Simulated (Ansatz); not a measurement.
## LuAlH6 (built on the sites of a database entry of LaAlH6): from the cell to its phonons

How does LuAlH6 (built on the sites of a database entry of LaAlH6) vibrate, and is this structure a minimum?

Program: Ansatz 0.2.0. Level of theory: DFT LDA, scalar-relativistic, plane waves, PAW. Results are calculated unless marked as measured.

The structure was built from a prototype and need not be the compound's stable phase.

**1. Starting point**

Symmetry: R-3m, No. 166, trigonal system. Conventional cell: a = 6.108 Å, b = 6.108 Å, c = 5.897 Å, α = 90.00°, β = 90.00°, γ = 120.00°. Lu has 12 H at 2.29 Å nearest. Nearest to Al lie 6 H at 1.61 Å. Nearest to H lie 1 Al at 1.61 Å and 5 H at 2.14 to 2.29 Å and 2 Lu at 2.29 Å. Farther neighbours are not listed.

**2. Coarse relaxation**

The start is far from rest, so a relaxation with loose tolerances brings it close first.

Contents of input.yaml:

```yaml
crystal:
  lattice:
    - [3.05393, 1.76319, 1.96577]
    - [-3.05393, 1.76319, 1.96577]
    - [0.0, -3.52637, 1.96577]
  atoms:
    - { symbol: Lu, position: [0.5, 0.5, 0.5] }
    - { symbol: Al, position: [0.0, 0.0, 0.0] }
    - { symbol: H, position: [0.93995012, 0.29182287, 0.29182287] }
    - { symbol: H, position: [0.29182287, 0.93995012, 0.29182287] }
    - { symbol: H, position: [0.29182287, 0.29182287, 0.93995012] }
    - { symbol: H, position: [0.06004988, 0.70817713, 0.70817713] }
    - { symbol: H, position: [0.70817713, 0.06004988, 0.70817713] }
    - { symbol: H, position: [0.70817713, 0.70817713, 0.06004988] }
kpoints:
  mp_grid: { grid: [6, 6, 6] }
hamiltonian:
  xc: lda
scf:
  occupations: { method: gaussian, width: 0.1 }
output:
  forces: true
  stress: true
  eigenvalues: true
relax:
  adjacent_minimum: "off"
  f_tol: 0.05
  max_steps: 80
  cell: { stress_tol: 0.5 }
```

On the command line:

```
> ansatz run input.yaml --threads 8 --pin off --max-ram 14336MiB --backend cpu --events-out ev --progress --plain --runs-dir out
```

Numbers of over 12 decimals in the logs are rounded to 6 here.

Output:

```text
The last accepted step is kept in <dir> (removed where the run ends without a failure and the disk answers)
Engine: ansatz 0.2.0, x86_64-unknown-linux-gnu
Pseudopotentials: kind: paw
Pseudopotential: Lu, paw, valence charge 25, recommended cutoff 420 eV (normal), Lu.paw.azcp
Pseudopotential: Al, paw, valence charge 3, recommended cutoff 420 eV (normal), Al.paw.azcp
[...]
- { symbol: Al, position: [-4.399784335030681e-19, 2.7005903922196545e-19, -8.228527531763194e-19] }
    - { symbol: H, position: [0.940170, 0.315382, 0.315382] }
    - { symbol: H, position: [0.315382, 0.940170, 0.315382] }
    - { symbol: H, position: [0.315382, 0.315382, 0.940170] }
    - { symbol: H, position: [0.059830, 0.684618, 0.684618] }
    - { symbol: H, position: [0.684618, 0.059830, 0.684618] }
    - { symbol: H, position: [0.684618, 0.684618, 0.059830] }
[key lines of the parts left out:]
SCF converged after 4 iterations
Free energy (F): -15101.835191 eV
Fermi energy:    8.935508 eV
P = ⅓ Tr σ = -0.0376 GPa (-0.376 kbar)
```

The job ended after 2.3 s (8 threads of Intel Xeon 6975P-C (Granite Rapids), shared host; peak memory 0.49 GiB).

Relaxation path:

| step | energy less that of the first step (eV) | largest force component (eV/Å) | pressure (GPa) | volume (Å³) |
| --- | --- | --- | --- | --- |
| 1 | 0.0000 | 1.0555 | 1.21 | 63.51 |
| 2 | -0.3588 | 0.1125 | 7.84 | 56.39 |
| 3 | -0.4549 | 0.1480 | 2.25 | 59.47 |
| 4 | -0.4646 | 0.0417 | -0.34 | 60.65 |
| 5 | -0.4669 | 0.0036 | 0.01 | 60.57 |
| 6* | -0.4635 | 0.0035 | -0.04 | 60.57 |

Relaxation steps marked * repeat the geometry before them on a plane-wave basis chosen anew for their cell, so energy and pressure can jump there.

The run keeps the 12 symmetry operations that it works with, so distortions that break them were not tested.

| conventional cell, symmetrised | before | after | change |
| --- | --- | --- | --- |
| a (Å) | 6.108 | 6.019 | -1.5 % |
| b (Å) | 6.108 | 6.019 | -1.5 % |
| c (Å) | 5.897 | 5.793 | -1.8 % |
| volume (Å³/atom) | 7.94 | 7.57 | -4.6 % |

The atoms that moved most (Å, as changes of fractional coordinates times the final cell):

| atom | dx | dy | dz | length |
| --- | --- | --- | --- | --- |
| H8 | 0.000 | -0.081 | -0.091 | 0.122 |
| H4 | 0.070 | -0.041 | 0.091 | 0.122 |
| H3 | -0.070 | -0.041 | 0.091 | 0.122 |
| H6 | 0.070 | 0.041 | -0.091 | 0.122 |
| H7 | -0.070 | 0.041 | -0.091 | 0.122 |
| H5 | 0.000 | 0.081 | 0.091 | 0.122 |

Numbers from this step:

```yaml
pressure: -0.03763 GPa
gap_on_the_k_mesh: 1.632 eV
volume_per_atom: 7.571 Å³
direct_gap_on_mesh: 2.566 eV
```

In this step the volume went from 7.94 to 7.57 Å³/atom.

**3. Bringing the structure to rest**

Harmonic phonons are second derivatives at a point where the forces vanish, and they are wanted at zero stress, so atoms and cell are relaxed first.

Contents of input.yaml:

```yaml
crystal:
  lattice:
    - [3.0092645114, 1.7374013128, 1.9308736711]
    - [-3.0092645114, 1.7374013128, 1.9308736711]
    - [0.0, -3.4747977143, 1.9308780903]
  atoms:
    - { symbol: Lu, position: [0.5, 0.5, 0.5] }
    - { symbol: Al, position: [0.0, 0.0, 0.0] }
    - { symbol: H, position: [0.9401698368, 0.3153816914, 0.3153816914] }
    - { symbol: H, position: [0.3153816914, 0.9401698368, 0.3153816914] }
    - { symbol: H, position: [0.3153816914, 0.3153816914, 0.9401698368] }
    - { symbol: H, position: [0.0598301632, 0.6846183086, 0.6846183086] }
    - { symbol: H, position: [0.6846183086, 0.0598301632, 0.6846183086] }
    - { symbol: H, position: [0.6846183086, 0.6846183086, 0.0598301632] }
kpoints:
  mp_grid: { grid: [6, 6, 6] }
hamiltonian:
  xc: lda
scf:
  occupations: { method: gaussian, width: 0.02 }
output:
  forces: true
  stress: true
  eigenvalues: true
  write_density: true
  write_potential: true
  elf: true
  volumetric_format: npy
relax:
  adjacent_minimum: "off"
  f_tol: 0.005
  max_steps: 80
  cell: { stress_tol: 0.05 }
```

Output:

```text
[...]
Crystal: 8 atoms, lattice volume = 60.571 Å³
Basis set: ecut = 420 eV, 1171 PW (Γ)
Bands: 25, of which v1, the nominal top of the filled ones, is band 17 counted from 1 (16 counted from 0)
Symmetry: 12 space group operations
[...]
k-points: 32 of 216
[...]
SCF iter   1: F=—  HF=-15101.852851 eV  |F-HF|=—  |Δ(HF+E_count)|=         —  Δρ=1.02e-2  dr2=4.38e-2  ethr=1.77e-3  ⟨swp⟩=6.8  Hψ=4585  notcnv=0  defer=2
[...]
SCF iter   7: F=-15101.835191 eV  HF=-15101.835191 eV  |F-HF|=2.64e-8  |Δ(HF+E_count)|=   1.28e-8  Δρ=1.04e-5  dr2=3.44e-8  ethr=2.94e-10  ⟨swp⟩=17.0  Hψ=7662  notcnv=0
SCF 1 converged in 7 iterations: F = -15101.835191 eV  dr2 = 3.44e-8
[...]
relax step   1: F+E_penalty+E_count = -15101.83519091 eV  Δ(F+E_penalty+E_count) = +0.000e0 eV  max|allowed force component| = 3.430e-3 eV/Å  Δτ_max = 0.0000 Å  P = -0.038 GPa  Ω = 60.571 Å³  (7 SCF iters, dr2 threshold 1.00e-7 eV, accepted)
Crystal: 8 atoms, lattice volume = 60.476 Å³
[...]
SCF iter   6: F=-15101.835313 eV  HF=-15101.835313 eV  |F-HF|=7.75e-10  |Δ(HF+E_count)|=   8.08e-9  Δρ=7.34e-7  dr2=3.01e-10  ethr=3.49e-11  ⟨swp⟩=7.8  Hψ=5963  notcnv=0
SCF 2 converged in 6 iterations: F = -15101.835313 eV  dr2 = 3.01e-10
relax step   2: F+E_penalty+E_count = -15101.83531319 eV  Δ(F+E_penalty+E_count) = -1.223e-4 eV  max|allowed force component| = 4.428e-3 eV/Å  Δτ_max = 0.0018 Å  P = +0.065 GPa  Ω = 60.476 Å³  energy of the carried Pulay correction = +1.346e-4 eV  (6 SCF iters, dr2 threshold 1.19e-8 eV, rejected (line search))
Crystal: 8 atoms, lattice volume = 60.535 Å³
[...]
SCF iter   7: F=-15101.835261 eV  HF=-15101.835261 eV  |F-HF|=3.64e-12  |Δ(HF+E_count)|=  6.91e-11  Δρ=1.90e-7  dr2=5.14e-12  ethr=1.00e-12  ⟨swp⟩=8.2  Hψ=4642  notcnv=0
SCF 3 converged in 7 iterations: F = -15101.835261 eV  dr2 = 5.14e-12
relax step   3: F+E_penalty+E_count = -15101.83526106 eV  Δ(F+E_penalty+E_count) = -7.014e-5 eV  max|allowed force component| = 3.135e-4 eV/Å  Δτ_max = 0.0008 Å  P = -0.002 GPa  Ω = 60.535 Å³  energy of the carried Pulay correction = +5.135e-5 eV  (7 SCF iters, accepted)
[...]
SCF iter   1: F=—  HF=-15101.835213 eV  |F-HF|=—  |Δ(HF+E_count)|=         —  Δρ=2.95e-6  dr2=9.81e-10  ethr=9.48e-8  ⟨swp⟩=4.4  Hψ=7731  notcnv=0
eigensolver tolerance schedule: the retry pair's looser diagonalisation over-reported the residual by 32859.99 of it (diagonalisation noise at an unbounded share of the residual, at the tolerance the schedule requests for it); recorded, not acted on — ethr = c·dr2/N_el stays at c = 1.0e-1
[...]
SCF iter   2: F=—  HF=-15101.835213 eV  |F-HF|=—  |Δ(HF+E_count)|=   2.34e-7  Δρ=1.49e-6  dr2=4.24e-10  ethr=2.89e-12  ⟨swp⟩=4.8  Hψ=2556  notcnv=0
SCF iter   3: F=-15101.835213 eV  HF=-15101.835213 eV  |F-HF|=1.27e-10  |Δ(HF+E_count)|=  9.82e-11  Δρ=8.94e-7  dr2=6.47e-11  ethr=1.00e-12  ⟨swp⟩=8.3  Hψ=5593  notcnv=0
SCF 4 converged in 3 iterations: F = -15101.835213 eV  dr2 = 6.47e-11
relax step   4: F+E_penalty+E_count = -15101.83521304 eV  Δ(F+E_penalty+E_count) = +4.802e-5 eV  max|allowed force component| = 3.189e-4 eV/Å  Δτ_max = 0.0000 Å  P = -0.002 GPa  Ω = 60.535 Å³  stress off target by 8.54e-3 GPa  SCF on the basis re-selected at this cell (its energy is not comparable with the rows above)  (3 SCF iters)
[...]
SCF converged after 3 iterations
Free energy (F): -15101.835213 eV
[...]
Internal energy: -15101.835213 eV  (E = F + TS)
E sigma→0 (E₀):  -15101.835213 eV
Fermi energy:    8.942312 eV
[...]
--- Forces (eV/Å), atoms counted from 1 ---
  atom   1  Lu     0.00000000     0.00000000    -0.00000000
  atom   2  Al     0.00000000    -0.00000000    -0.00000000
  atom   3  H     -0.00027619    -0.00015946     0.00023052
  atom   4  H      0.00027619    -0.00015946     0.00023052
  atom   5  H      0.00000000     0.00031892     0.00023052
  atom   6  H      0.00027619     0.00015946    -0.00023052
  atom   7  H     -0.00027619     0.00015946    -0.00023052
  atom   8  H      0.00000000    -0.00031892    -0.00023052
  max |Σ_I F_I| component: 3.43e-19 eV/Å
--- Stress (GPa, compression-positive) ---
        0.000541      -0.000000      -0.000000
       -0.000000       0.000541      -0.000000
       -0.000000      -0.000000      -0.008537
  P = ⅓ Tr σ = -0.0025 GPa (-0.025 kbar)
--- Band table (eV; the first three rows and the last of 32) ---
  k-point 0: bands = [... 13 lower, 4.5828, 5.8889, 6.4546, 6.4546, 9.7605, 11.6065, 11.6065, 13.3369, ... 4 higher]
  k-point 1: bands = [... 13 lower, 4.4726, 5.7669, 6.4725, 6.8034, 10.4441, 11.4334, 12.1849, 13.7446, ... 4 higher]
  k-point 2: bands = [... 13 lower, 4.2923, 5.2710, 7.1999, 7.5940, 11.1145, 11.2232, 13.3249, 13.4307, ... 4 higher]
  k-point 31: bands = [... 13 lower, 4.0651, 4.1794, 4.5664, 4.5664, 11.3016, 11.4918, 13.1687, 13.1687, ... 4 higher]
--- Relaxed structure (3 steps of the walk, 2 accepted, 1 SCFs on fresh bases) ---
[...]
cell:  # Å, volume = 60.5351 Å³
    - [3.008136, 1.736750, 1.931175]
    - [-3.008136, 1.736750, 1.931175]
    - [0, -3.473495, 1.931179]
  atoms:
    - { symbol: Lu, position: [0.5, 0.5, 0.5] }
    - { symbol: Al, position: [0, 0, 0] }
    - { symbol: H, position: [0.940346, 0.315487, 0.315487] }
    - { symbol: H, position: [0.315487, 0.940346, 0.315487] }
    - { symbol: H, position: [0.315487, 0.315487, 0.940346] }
    - { symbol: H, position: [0.059654, 0.684513, 0.684513] }
    - { symbol: H, position: [0.684513, 0.059654, 0.684513] }
    - { symbol: H, position: [0.684513, 0.684513, 0.059654] }
```

Wall time 1.5 s (8 threads); peak memory 0.49 GiB; 7.9 s of CPU time.

Little changed from the start: no atom moved by 0.005 Å and no cell edge by 0.1 %.

Numbers from this step:

* pressure: -0.002485 GPa
* gap on the k-mesh: 1.637 eV
* volume per atom: 7.567 Å³
* direct gap on mesh: 2.565 eV

Valence density in the ab plane of the conventional cell at fractional z = 0.167, with atoms of Lu and H within 0.2 Å of it. It is the smooth field of the valence electrons, not physical close to the nuclei.

Ten steps, logarithmic in the rise over the least value, from '_' (0 e/Å³) to '@' (37 e/Å³), each cell a mean:
```
....::..________..______........__
..::--::______..______..::--::..__
..::::..__..::--::..__..::::..____
........::==****--..__......______
______::++%%@@##==..______________
____..==##@@@@**::________________
____..==##%%##==..________________
..__..==++++--..........______....
..__..::::....__..--::..____..::::
______________..::--::..__..::--::
____....______........____......__
__..::::..________..______________
..::--::____________....__________
..::::..__________......__________
......__________..::::..__________
....__________..::--::____________
____..________..::....______....__
```
Columns run along a (6.0 Å), rows up along b (6.0 Å), edges of the conventional cell, whose origin can differ from the input's. Atoms in or near the plane, at fractional coordinates: Lu at (0.33, 0.67), H at (0.75, 0.87), H at (0.13, 0.87), H at (0.13, 0.25), H at (0.92, 0.46), H at (0.54, 0.46), H at (0.54, 0.08).

Electrostatic potential energy in the ab plane of the conventional cell at fractional z = 0.167, with atoms of Lu and H within 0.2 Å of it. With pseudopotentials it is smooth inside the atoms' cores, unlike the true potential.

Values in eV, 9 rows by 16 columns, each cell a mean:
```
  4  -1 -13   2  10   9   7   5   6   9  10   3 -12   1   5   3
  7  -8  -7   5  -1 -16 -26 -21  -4   5   6  -8  -6   8   9   9
 11   9   4 -14 -44 -51 -52 -40  -6   7  10  11  12  12  12  12
  9   6  -6 -37 -51 -49 -36  -9   6   9  11  12  12  12  11  10
  6   6   0 -10 -13  -5   4   5 -15 -16   5   8   8   6 -14 -16
 11   9   6   6   9  10  11   6  -3   3   3   2   5   4  -1   7
 10  -9 -23   2  11  12  12  10   8   4   3   5   9  11  12  12
  6   0   5  10  12  12  12  10  -1  -7   6  10  12  12  12  10
  2   4   7  10  12  12  11   4 -17  -4  10  12  12  10   8   4
```
Columns run along a (6.0 Å; values clipped at the 3rd and 97th percentile), rows up along b (6.0 Å), edges of the conventional cell, whose origin can differ from the input's. Atoms in or near the plane, at fractional coordinates: Lu at (0.33, 0.67), H at (0.75, 0.87), H at (0.13, 0.87), H at (0.13, 0.25), H at (0.92, 0.46), H at (0.54, 0.46), H at (0.54, 0.08).

ELF in the ab plane of the conventional cell at fractional z = 0.167, with atoms of Lu and H within 0.2 Å of it. It is the smooth field of the valence electrons, not physical close to the nuclei.

Ten even steps from '0' (0.05) to '9' (1.00), each cell a mean:
```
48997224541389973
79996101101799964
99972134203899845
89722677513897425
44126888512442002
10158887301100001
41168885125420135
82257741489842589
82123213999845999
51011017999647999
22565128997348996
38997225753346651
79996102346542202
99983001589841004
89741005999830015
55432027999611234
24675128996226763
```
Columns run along a (6.0 Å), rows up along b (6.0 Å), edges of the conventional cell, whose origin can differ from the input's. Atoms in or near the plane, at fractional coordinates: Lu at (0.33, 0.67), H at (0.75, 0.87), H at (0.13, 0.87), H at (0.13, 0.25), H at (0.92, 0.46), H at (0.54, 0.46), H at (0.54, 0.08).

In this step the volume went from 7.57 to 7.57 Å³/atom.

**4. Relaxing to small forces for the phonons**

Phonons need a cell at rest on their own settings, so the relaxation is repeated with tight tolerances on forces and stress on the k mesh and occupations of the first response run.

Contents of input.yaml:

```yaml
crystal:
  lattice:
    - [3.0081363892, 1.7367499914, 1.931174719]
    - [-3.0081363892, 1.7367499914, 1.931174719]
    - [0.0, -3.4734950708, 1.9311791365]
  atoms:
    - { symbol: Lu, position: [0.5, 0.5, 0.5] }
    - { symbol: Al, position: [0.0, 0.0, 0.0] }
    - { symbol: H, position: [0.9403463438, 0.3154872957, 0.3154872957] }
    - { symbol: H, position: [0.3154872957, 0.9403463438, 0.3154872957] }
    - { symbol: H, position: [0.3154872957, 0.3154872957, 0.9403463438] }
    - { symbol: H, position: [0.0596536562, 0.6845127043, 0.6845127043] }
    - { symbol: H, position: [0.6845127043, 0.0596536562, 0.6845127043] }
    - { symbol: H, position: [0.6845127043, 0.6845127043, 0.0596536562] }
kpoints:
  mp_grid: { grid: [6, 6, 6] }
hamiltonian:
  xc: lda
scf:
  occupations: { method: fixed }
output:
  forces: true
  stress: true
  eigenvalues: true
relax:
  adjacent_minimum: "off"
  f_tol: 0.001
  max_steps: 60
  cell: { stress_tol: 0.01 }
```

Output:

```text
[...]
Crystal: 8 atoms, lattice volume = 60.535 Å³
Basis set: ecut = 420 eV, 1171 PW (Γ)
Bands: 25, of which v1, the nominal top of the filled ones, is band 17 counted from 1 (16 counted from 0)
Symmetry: 12 space group operations
[...]
k-points: 32 of 216
[...]
atoms:
    - { symbol: Lu, position: [0.500000, 0.500000, 0.5] }
    - { symbol: Al, position: [0.0, 0.0, 0.0] }
    - { symbol: H, position: [0.9403463438, 0.315487, 0.315487] }
    - { symbol: H, position: [0.315487, 0.9403463438, 0.315487] }
    - { symbol: H, position: [0.315487, 0.315487, 0.940346] }
    - { symbol: H, position: [0.059654, 0.6845127043, 0.684513] }
    - { symbol: H, position: [0.6845127043, 0.059654, 0.684513] }
    - { symbol: H, position: [0.6845127043, 0.6845127043, 0.059654] }
[key lines of the parts left out:]
SCF converged after 6 iterations
Free energy (F): -15101.835213 eV
Fermi energy:    8.123886 eV
P = ⅓ Tr σ = -0.0025 GPa (-0.025 kbar)
```

Run time: 0.77 s. Hardware: 8 threads; peak memory 0.48 GiB.

Little changed from the start: no atom moved by 0.005 Å and no cell edge by 0.1 %.

Numbers from this step:

* pressure: -0.002482 GPa

The largest force component left is 0.32 meV/Å and the pressure is -0.002 GPa, within the tolerances set. The cell now holds 7.57 Å³/atom.

[end of part 1 of 3]

[Logs are printed without paths, hosts, clocks, repeated set-up lines and the standing remarks that a program may print on its own settings, such as how far it seeks lower states.]

[Hosts, paths, dates, database ids (printed as entryN), source tags and the programs' standing remarks are cut or masked in the printed files.]
